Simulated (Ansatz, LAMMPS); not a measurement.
# Glassy 73SiO2-11CaO-11MgO-5SnO2 (mol %) (122 atoms): geometry optimisation, part 2 of 3

Aim: bring glassy 73SiO2-11CaO-11MgO-5SnO2 (mol %) (122 atoms) to a nearby minimum of the energy and see what moves.

Ansatz 0.2.0; Kohn-Sham DFT, PBE, PAW (set soft_2), plane waves.

The cell: 32 Si, 5 Ca, 5 Mg, 2 Sn and 78 O. The quench rate of 50 K/ps is many orders above laboratory rates. The starting topology of bonds comes from the classical model. Only the Γ point is sampled, in a cell whose shortest periodic width is 12 Å.

So far. Step 3 (Single point at the start): The r.m.s. force component of 1.3 eV/Å and the pressure of 5.3 GPa set the starting point.

## (4) Cell and atoms relaxed

Cell and atoms are freed together, to release stress as well as forces.

input.yaml reads:

```yaml
crystal:
  lattice:
    - [11.79248, 0.0, 0.0]
    - [0.0, 11.79248, 0.0]
    - [0.0, 0.0, 11.79248]
  atoms:
    [... the 122 atom lines of step 3 ...]
kpoints:
  mp_grid: { grid: [1, 1, 1] }
hamiltonian:
  xc: pbe
scf:
  occupations: { method: fermi_dirac, width: 0.05 }
output:
  forces: true
relax:
  f_tol: 0.05
  max_steps: 200
  cell: {}
```

On the command line:

```console
> ansatz run input.yaml --threads 4 --pin off --max-ram 8192MiB --backend cpu --events-out ev --progress --plain --runs-dir out
```

Numbers of over 12 decimals in the logs are rounded to 6 here.

What it wrote:

```text
[...]
Crystal: 122 atoms, lattice volume = 1639.893 Å³
Basis set: ecut = 420 eV, 31967 PW (Γ), exchange–correlation on 160×160×160 points (8 copies of the dense FFT grid, shifted against one another)
Bands: 484, of which v1, the nominal top of the filled ones, is band 362 counted from 1 (361 counted from 0)
Symmetry: 1 space group operations
[...]
k-points: 1
[...]
SCF iter   1: F=—  HF=-95480.063912 eV  |F-HF|=—  |Δ(HF+E_count)|=         —  Δρ=2.13e-3  dr2=9.98e-2  ethr=1.77e-3  ⟨swp⟩=7.0  Hψ=2463  notcnv=0  defer=103
[...]
SCF iter   9: F=-95480.067027 eV  HF=-95480.067027 eV  |F-HF|=2.95e-9  |Δ(HF+E_count)|=   5.03e-8  Δρ=2.00e-6  dr2=6.37e-8  ethr=1.38e-11  ⟨swp⟩=3.0  Hψ=1555  notcnv=0
SCF 1 converged in 9 iterations: F = -95480.067027 eV  dr2 = 6.37e-8
[...]
relax step   1: F+E_penalty+E_count = -95480.06702708 eV  Δ(F+E_penalty+E_count) = +0.000e0 eV  max|allowed force component| = 4.558e0 eV/Å  Δτ_max = 0.0000 Å  P = +5.295 GPa  Ω = 1639.893 Å³  (9 SCF iters, dr2 threshold 1.00e-7 eV, accepted)
[... from here on, the SCF cycles and remarks between the steps are left out ...]
relax step   2: F+E_penalty+E_count = -95485.53545946 eV  Δ(F+E_penalty+E_count) = -5.468e0 eV  max|allowed force component| = 3.099e0 eV/Å  Δτ_max = 0.1975 Å  P = +2.885 GPa  Ω = 1649.027 Å³  energy of the carried Pulay correction = -3.241e-2 eV  (8 SCF iters, dr2 threshold 1.22e-5 eV, accepted)
relax step   3: F+E_penalty+E_count = -95488.54594337 eV  Δ(F+E_penalty+E_count) = -3.010e0 eV  max|allowed force component| = 9.182e-1 eV/Å  Δτ_max = 0.1964 Å  P = -0.253 GPa  Ω = 1668.311 Å³  energy of the carried Pulay correction = -1.002e-1 eV  (8 SCF iters, dr2 threshold 1.22e-5 eV, accepted)
relax step   4: F+E_penalty+E_count = -95489.33115378 eV  Δ(F+E_penalty+E_count) = -7.852e-1 eV  max|allowed force component| = 6.351e-1 eV/Å  Δτ_max = 0.2000 Å  P = +0.135 GPa  Ω = 1660.774 Å³  energy of the carried Pulay correction = -7.383e-2 eV  (7 SCF iters, dr2 threshold 1.22e-5 eV, accepted)
relax step   5: F+E_penalty+E_count = -95489.68164528 eV  Δ(F+E_penalty+E_count) = -3.505e-1 eV  max|allowed force component| = 4.783e-1 eV/Å  Δτ_max = 0.1829 Å  P = -0.259 GPa  Ω = 1666.132 Å³  energy of the carried Pulay correction = -9.262e-2 eV  (7 SCF iters, dr2 threshold 1.22e-5 eV, accepted)
relax step   6: F+E_penalty+E_count = -95489.94770147 eV  Δ(F+E_penalty+E_count) = -2.661e-1 eV  max|allowed force component| = 3.665e-1 eV/Å  Δτ_max = 0.2000 Å  P = -0.137 GPa  Ω = 1669.419 Å³  energy of the carried Pulay correction = -1.041e-1 eV  (7 SCF iters, dr2 threshold 1.22e-5 eV, accepted)
relax step   7: F+E_penalty+E_count = -95490.09353229 eV  Δ(F+E_penalty+E_count) = -1.458e-1 eV  max|allowed force component| = 2.917e-1 eV/Å  Δτ_max = 0.1945 Å  P = -0.013 GPa  Ω = 1671.165 Å³  energy of the carried Pulay correction = -1.102e-1 eV  (7 SCF iters, dr2 threshold 8.40e-6 eV, accepted)
relax step   8: F+E_penalty+E_count = -95490.14193148 eV  Δ(F+E_penalty+E_count) = -4.840e-2 eV  max|allowed force component| = 2.144e-1 eV/Å  Δτ_max = 0.1033 Å  P = -0.003 GPa  Ω = 1675.537 Å³  energy of the carried Pulay correction = -1.255e-1 eV  (7 SCF iters, dr2 threshold 5.32e-6 eV, accepted)
relax step   9: F+E_penalty+E_count = -95490.15110797 eV  Δ(F+E_penalty+E_count) = -9.176e-3 eV  max|allowed force component| = 5.406e-1 eV/Å  Δτ_max = 0.2000 Å  P = +0.064 GPa  Ω = 1682.424 Å³  energy of the carried Pulay correction = -1.494e-1 eV  (8 SCF iters, dr2 threshold 2.87e-6 eV, accepted)
relax step  10: F+E_penalty+E_count = -95490.09347314 eV  Δ(F+E_penalty+E_count) = +5.763e-2 eV  max|allowed force component| = 5.354e-1 eV/Å  Δτ_max = 0.2000 Å  P = +0.044 GPa  Ω = 1676.028 Å³  energy of the carried Pulay correction = -1.272e-1 eV  (7 SCF iters, dr2 threshold 1.22e-5 eV, rejected (line search))
relax step  11: F+E_penalty+E_count = -95490.23965699 eV  Δ(F+E_penalty+E_count) = -8.855e-2 eV  max|allowed force component| = 1.108e-1 eV/Å  Δτ_max = 0.1000 Å  P = -0.007 GPa  Ω = 1679.558 Å³  energy of the carried Pulay correction = -1.394e-1 eV  (12 SCF iters, accepted)
relax step  12: F+E_penalty+E_count = -95490.22610729 eV  Δ(F+E_penalty+E_count) = +1.355e-2 eV  max|allowed force component| = 1.642e-1 eV/Å  Δτ_max = 0.1000 Å  P = -0.037 GPa  Ω = 1683.089 Å³  energy of the carried Pulay correction = -1.517e-1 eV  (8 SCF iters, dr2 threshold 7.67e-7 eV, rejected (line search))
relax step  13: F+E_penalty+E_count = -95490.24659103 eV  Δ(F+E_penalty+E_count) = -6.934e-3 eV  max|allowed force component| = 4.872e-2 eV/Å  Δτ_max = 0.0483 Å  P = +0.006 GPa  Ω = 1680.787 Å³  energy of the carried Pulay correction = -1.437e-1 eV  (11 SCF iters, accepted)
relax step  14: F+E_penalty+E_count = -95490.47975956 eV  Δ(F+E_penalty+E_count) = -2.332e-1 eV  max|allowed force component| = 5.049e-2 eV/Å  Δτ_max = 0.0000 Å  P = +0.227 GPa  Ω = 1680.787 Å³  stress off target by 5.03e-1 GPa  SCF on the basis re-selected at this cell (its energy is not comparable with the rows above)  (7 SCF iters)
relax step  15: F+E_penalty+E_count = -95490.45210443 eV  Δ(F+E_penalty+E_count) = +2.766e-2 eV  max|allowed force component| = 8.999e-2 eV/Å  Δτ_max = 0.0410 Å  P = -0.122 GPa  Ω = 1690.759 Å³  energy of the carried Pulay correction = -3.418e-2 eV  (7 SCF iters, dr2 threshold 6.32e-7 eV, accepted)
relax step  16: F+E_penalty+E_count = -95490.45245639 eV  Δ(F+E_penalty+E_count) = -3.520e-4 eV  max|allowed force component| = 8.803e-2 eV/Å  Δτ_max = 0.0750 Å  P = +0.028 GPa  Ω = 1691.199 Å³  energy of the carried Pulay correction = -3.562e-2 eV  (8 SCF iters, dr2 threshold 5.06e-7 eV, accepted)
relax step  17: F+E_penalty+E_count = -95490.46590593 eV  Δ(F+E_penalty+E_count) = -1.345e-2 eV  max|allowed force component| = 3.055e-2 eV/Å  Δτ_max = 0.0397 Å  P = -0.011 GPa  Ω = 1689.663 Å³  energy of the carried Pulay correction = -3.028e-2 eV  (7 SCF iters, dr2 threshold 4.84e-7 eV, accepted)
relax step  18: F+E_penalty+E_count = -95490.49527887 eV  Δ(F+E_penalty+E_count) = -2.937e-2 eV  max|allowed force component| = 3.065e-2 eV/Å  Δτ_max = 0.0000 Å  P = +0.000 GPa  Ω = 1689.663 Å³  stress off target by 2.70e-2 GPa  SCF on the basis re-selected at this cell (its energy is not comparable with the rows above)  (7 SCF iters)
[...]
SCF converged after 7 iterations
Free energy (F): -95490.495279 eV
[...]
Internal energy: -95490.495279 eV  (E = F + TS)
E sigma→0 (E₀):  -95490.495279 eV
Fermi energy:    5.336276 eV
[...]
--- Forces (eV/Å), atoms counted from 1 ---
  atom   1  Si    -0.01490647    -0.01186333     0.00218783
  atom   2  Si    -0.01278612     0.02104570     0.01081100
  atom   3  Si    -0.00184351     0.00696062    -0.00416181
  atom   4  Si    -0.00545511     0.00009641     0.00224619
  atom   5  Si     0.00927966    -0.00458393     0.00948261
  atom   6  Si    -0.00885879     0.01231731    -0.00444450
  atom   7  Si     0.00165072     0.00386710    -0.00392401
  atom   8  Si     0.00100636     0.01055905    -0.00047033
  atom   9  Si     0.02004122    -0.00007544     0.01168607
  atom  10  Si    -0.00483597     0.00374306     0.00875798
  atom  11  Si     0.00508951     0.00197576     0.00621507
  atom  12  Si     0.00077955    -0.01262198     0.00477373
  atom  13  Si    -0.00479607    -0.02391171    -0.00513035
  atom  14  Si    -0.00808532     0.00075049    -0.00528568
[...]
atom 121  O     -0.00899300    -0.00189990    -0.00196497
  atom 122  O      0.00060977    -0.00180711    -0.00424378
  max |Σ_I F_I| component: 2.80e-5 eV/Å
--- Stress (GPa, compression-positive) ---
        0.023879      -0.007582       0.007785
       -0.007583      -0.010868      -0.000929
        0.007784      -0.000928      -0.012496
  P = ⅓ Tr σ = 0.0002 GPa (0.002 kbar)
--- Relaxed structure (16 steps of the walk, 14 accepted, 2 SCFs on fresh bases) ---
  F+E_penalty+E_count = -95490.49527887 eV   max|allowed force component| = 3.065e-2 eV/Å   (the final SCF, on the basis selected at the relaxed cell)
  cell:  # Å, volume = 1689.6628 Å³
    - [12.201362, -0.143465, 0.065147]
    - [-0.143465, 11.789294, 0.024427]
    - [0.065147, 0.024427, 11.748460]
  atoms:
    - { symbol: Si, position: [0.328633, 0.519968, 0.597715] }
    - { symbol: Si, position: [0.047517, 0.684964, 0.462816] }
    - { symbol: Si, position: [0.472583, 0.956983, 0.720831] }
    - { symbol: Si, position: [0.215014, 0.387568, 0.919526] }
[...]
- { symbol: O, position: [0.032691, 0.667208, 0.988527] }
```

Wall time 7.6 min (4 threads of Arm Neoverse V1, shared host); peak memory 2.5 GiB.

The steps of the relaxation:

| step | energy less that of the first step (eV) | largest force component (eV/Å) | pressure (GPa) | volume (Å³) |
| --- | --- | --- | --- | --- |
| 1 | 0.0000 | 4.5581 | 5.29 | 1639.89 |
| 2 | -5.4684 | 3.0989 | 2.88 | 1649.03 |
| 3 | -8.4789 | 0.9182 | -0.25 | 1668.31 |
| 4 | -9.2641 | 0.6351 | 0.14 | 1660.77 |
| 5 | -9.6146 | 0.4783 | -0.26 | 1666.13 |
| 6 | -9.8807 | 0.3665 | -0.14 | 1669.42 |
| 7 | -10.0265 | 0.2917 | -0.01 | 1671.17 |
| 8 | -10.0749 | 0.2144 | 0.00 | 1675.54 |
| 9 | -10.0841 | 0.5406 | 0.06 | 1682.42 |
| 10 | -10.0264 | 0.5354 | 0.04 | 1676.03 |
| 11 | -10.1726 | 0.1108 | -0.01 | 1679.56 |
| 12 | -10.1591 | 0.1642 | -0.04 | 1683.09 |
| 13 | -10.1796 | 0.0487 | 0.01 | 1680.79 |
| 14* | -10.4127 | 0.0505 | 0.23 | 1680.79 |
| 15 | -10.3851 | 0.0900 | -0.12 | 1690.76 |
| 16 | -10.3854 | 0.0880 | 0.03 | 1691.20 |
| 17 | -10.3989 | 0.0306 | -0.01 | 1689.66 |
| 18* | -10.4283 | 0.0307 | 0.00 | 1689.66 |

Relaxation steps marked * repeat the geometry before them on a plane-wave basis chosen anew for their cell, so energy and pressure can jump there. Relaxation steps 10, 12 were tried and not accepted.

| cell as run | before | after | change |
| --- | --- | --- | --- |
| a (Å) | 11.792 | 12.202 | +3.5 % |
| b (Å) | 11.792 | 11.790 | -0.0 % |
| c (Å) | 11.792 | 11.749 | -0.4 % |
| α (°) | 90.00 | 89.77 | -0.3 % |
| β (°) | 90.00 | 89.38 | -0.7 % |
| γ (°) | 90.00 | 91.37 | +1.5 % |
| volume (Å³/atom) | 13.44 | 13.85 | +3.0 % |

The atoms that moved most (Å, as changes of fractional coordinates times the final cell):

| atom | dx | dy | dz | length |
| --- | --- | --- | --- | --- |
| Ca33 | -0.518 | -0.441 | 0.729 | 0.997 |
| O90 | -0.590 | 0.473 | 0.352 | 0.834 |
| O70 | -0.174 | -0.587 | 0.423 | 0.744 |
| O118 | -0.210 | 0.101 | -0.599 | 0.643 |
| Ca34 | -0.610 | -0.134 | -0.147 | 0.642 |
| O103 | 0.416 | -0.338 | 0.236 | 0.586 |
| Mg40 | 0.452 | 0.024 | 0.364 | 0.581 |
| O68 | 0.057 | 0.490 | -0.216 | 0.538 |

The relaxation changed the energy by -85.5 meV/atom, and atoms moved by 0.28 Å r.m.s., 1.00 Å at most.

## (5) Structure statistics after relaxation

Bonds before and after, by the cutoffs listed below:

| pair | bonds before | bonds after | mean before (Å) | mean after (Å) | spread before (Å) | spread after (Å) |
| --- | --- | --- | --- | --- | --- | --- |
| O-Si | 128 | 128 | 1.615 | 1.637 | 0.045 | 0.027 |
| O-Ca | 24 | 27 | 2.472 | 2.456 | 0.140 | 0.189 |
| O-Mg | 24 | 25 | 2.155 | 2.118 | 0.181 | 0.137 |
| O-Sn | 12 | 12 | 2.061 | 2.079 | 0.070 | 0.067 |

Density 2.66 g/cm³, 13.85 Å³ an atom.

Pair distribution functions g(r), in bins of 0.2 Å:

| r (Å) | total | O-O | O-Si | O-Ca | O-Mg | O-Sn | Si-Si |
| --- | --- | --- | --- | --- | --- | --- | --- |
| 1.50 | 0.22 | 0.00 | 0.65 | 0.00 | 0.00 | 0.00 | 0.00 |
| 1.70 | 4.11 | 0.00 | 12.25 | 0.00 | 0.00 | 0.00 | 0.00 |
| 1.90 | 0.10 | 0.00 | 0.00 | 0.00 | 1.86 | 0.00 | 0.00 |
| 2.10 | 0.58 | 0.00 | 0.00 | 0.36 | 6.27 | 11.07 | 0.00 |
| 2.30 | 0.28 | 0.00 | 0.00 | 3.96 | 1.03 | 0.87 | 0.00 |
| 2.50 | 0.67 | 1.35 | 0.00 | 1.66 | 0.57 | 0.00 | 0.00 |
| 2.70 | 2.05 | 4.69 | 0.00 | 1.69 | 0.22 | 0.00 | 0.00 |
| 2.90 | 0.67 | 1.03 | 0.06 | 0.42 | 0.40 | 0.00 | 1.54 |
| 3.10 | 0.67 | 0.53 | 0.25 | 0.36 | 0.18 | 0.00 | 3.53 |
| 3.30 | 0.90 | 0.83 | 0.69 | 0.79 | 0.49 | 0.00 | 1.75 |
| 3.50 | 0.86 | 0.93 | 0.75 | 0.98 | 0.42 | 0.68 | 0.00 |
| 3.70 | 1.00 | 0.58 | 1.66 | 0.39 | 0.87 | 1.56 | 0.10 |
| 3.90 | 1.05 | 0.62 | 1.71 | 0.80 | 1.37 | 1.40 | 0.34 |
| 4.10 | 1.29 | 0.70 | 2.21 | 0.72 | 1.84 | 1.00 | 0.93 |
| 4.30 | 1.07 | 0.66 | 1.58 | 1.13 | 1.48 | 1.16 | 1.06 |
| 4.50 | 0.98 | 0.98 | 0.76 | 1.10 | 1.78 | 2.56 | 1.35 |
| 4.70 | 1.03 | 1.27 | 0.71 | 1.28 | 0.93 | 1.55 | 1.25 |
| 4.90 | 1.08 | 1.35 | 0.70 | 1.58 | 0.65 | 0.55 | 1.80 |
| 5.10 | 1.00 | 1.52 | 0.54 | 0.80 | 0.27 | 0.82 | 1.31 |
| 5.30 | 1.11 | 1.34 | 0.92 | 0.98 | 0.93 | 0.46 | 1.36 |
| 5.50 | 0.91 | 0.95 | 0.90 | 0.84 | 0.85 | 0.28 | 0.83 |
| 5.70 | 0.89 | 0.80 | 0.99 | 0.90 | 1.00 | 0.80 | 0.93 |

Bonds by pair of elements; cutoffs follow the first minimum of g(r), held within bounds set by covalent radii, and pairs that aren't listed don't count as bonded:

| pair A-B | cutoff (Å) | bonds | mean length (Å) | spread (Å) | shortest (Å) | B about A | A about B |
| --- | --- | --- | --- | --- | --- | --- | --- |
| O-Si | 2.08 | 128 | 1.64 | 0.027 | 1.59 | 1.64 | 4 |
| O-Ca | 2.83 | 27 | 2.46 | 0.189 | 2.19 | 0.346 | 5.4 |
| O-Mg | 2.62 | 25 | 2.12 | 0.137 | 1.89 | 0.321 | 5 |
| O-Sn | 2.62 | 12 | 2.08 | 0.067 | 2.00 | 0.154 | 6 |

How many atoms have how many bonded neighbours:

| element | mean | 2 | 3 | 4 | 5 | 6 | 7 |
| --- | --- | --- | --- | --- | --- | --- | --- |
| Ca | 5.4 | 0 | 1 | 0 | 1 | 2 | 1 |
| Mg | 5 | 0 | 0 | 2 | 1 | 2 | 0 |
| O | 2.46 | 48 | 24 | 6 | 0 | 0 | 0 |
| Si | 4 | 0 | 0 | 32 | 0 | 0 | 0 |
| Sn | 6 | 0 | 0 | 0 | 0 | 2 | 0 |

Bond angles (no mean is given where the spread exceeds 20°):

| angle | count | mean (°) | spread (°) |
| --- | --- | --- | --- |
| O-Si-O | 192 | 109 | 5.2 |
| O-Ca-O | 64 | - | - |
| O-Mg-O | 52 | - | - |
| Si-O-Si | 50 | 145 | 14.8 |
| Ca-O-Si | 34 | 109 | 19.4 |

Oxygen atoms by the number of network formers (Si, P, Ge, B, Al, As, Ga) bound to them:

| network formers bound to O | O atoms | per cent |
| --- | --- | --- |
| 0 | 0 | 0 |
| 1 | 28 | 35.9 |
| 2 | 50 | 64.1 |

Network units: each former by its oxygen neighbours and how many of them bridge to another former:

| former | O neighbours | bridging O | atoms |
| --- | --- | --- | --- |
| Si | 4 | 1 | 1 |
| Si | 4 | 2 | 6 |
| Si | 4 | 3 | 13 |
| Si | 4 | 4 | 12 |

Bond length by coordination (bonds to H left out):

| element | coordination | atoms | mean bond length (Å) |
| --- | --- | --- | --- |
| Ca | 3 | 1 | 2.29 |
| Ca | 5 | 1 | 2.41 |
| Ca | 6 | 2 | 2.47 |
| Ca | 7 | 1 | 2.53 |
| Mg | 4 | 2 | 2.01 |
| Mg | 5 | 1 | 2.16 |
| Mg | 6 | 2 | 2.17 |
| O | 2 | 48 | 1.66 |
| O | 3 | 24 | 1.98 |
| O | 4 | 6 | 2.17 |

Rings of the network by King's shortest-path rule, up to 12 atoms, one path for each pair of neighbours; H, halogens, alkali and alkaline-earth atoms are left out, and the last column divides by all other atoms, bonded or not:

| ring size (atoms) | rings | per network atom |
| --- | --- | --- |
| 6 | 2 | 0.018 |
| 8 | 7 | 0.062 |
| 10 | 10 | 0.089 |
| 12 | 21 | 0.188 |

First main peaks of g(r), for some of the pairs, lie near 2.7 Å (O-O), 1.6 Å (O-Si), 2.3 Å (O-Ca), 2.1 Å (O-Mg), 2.1 Å (O-Sn) and 3.1 Å (Si-Si). With the cutoffs above, 40 % of Ca atoms have 6, 40 % of Mg atoms have 4 and as many 6, 62 % of O atoms have 2 and all Si atoms have 4 bonded neighbours. The O-Si-O angle averages 109° with a spread of 5°. Counting bonds to Si alone, not to Sn, 64 % of the oxygens join two of these atoms and 36 % one. The commonest Si unit has 4 oxygens, 3 of them shared with other formers (13 of 32 atoms). Rings of 12 atoms are the most common (52 % of those counted); sizes run from 6 to 12, where the search stops.

[end of part 2 of 3]

[Logs are printed without paths, hosts, clocks, repeated set-up lines and the standing remarks that a program may print on its own settings, such as how far it seeks lower states.]

[Hosts, paths, dates, database ids (printed as entryN), source tags and the programs' standing remarks are cut or masked in the printed files.]
